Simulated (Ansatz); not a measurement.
In doubt: masses and optical values from hybrid runs of this build are listed as unsure, which bears on the screening that GW takes from such a start.

Rows from a G0W0 calculation on P2WS2 (van der Waals superlattice) (P3m1) (Ansatz 0.2.0; G0W0 on HSE06, plane waves, PAW; PAW set soft_1; 9×9×2 mesh, 209 empty bands, screening to 105 eV, PAW set soft_1 files), in eV. Spin-orbit coupling is left out.

The structure was built from a prototype and need not be the compound's stable phase.

| row | Σx | Σc | Vxc | Z |
| --- | --- | --- | --- | --- |
| A | -16.92 | 1.15 | -15.74 | 0.79 |
| B | -13.54 | -4.10 | -17.80 | 0.78 |
| C | -8.46 | -3.73 | -12.25 | 0.80 |
| D | -18.79 | 0.52 | -18.40 | 0.78 |
| E | -18.22 | 0.47 | -17.78 | 0.78 |
| F | -15.71 | -3.55 | -19.47 | 0.78 |

**Question.** Which rows are filled states and which are empty ones, and how can one tell?

Filled: A, D and E. Empty: B, C and F. The sign of Σc tells: for a filled state bare exchange, which holds its interaction with itself, lies below Vxc (Σx − Vxc is -0.4 eV or lower here) and screening gives part back as a positive Σc. For an empty state Σx lies above Vxc (+3.8 eV or more) and the Coulomb hole leaves Σc negative.

[Runs of the session that timed out or met a known fault of the program may be left out.]

[Cells called generated may have been cut or substituted from an entry of the Crystallography Open Database or the Materials Project.]

[Hosts, paths, dates, database ids (printed as entryN), source tags and the programs' standing remarks are cut or masked in the printed files.]
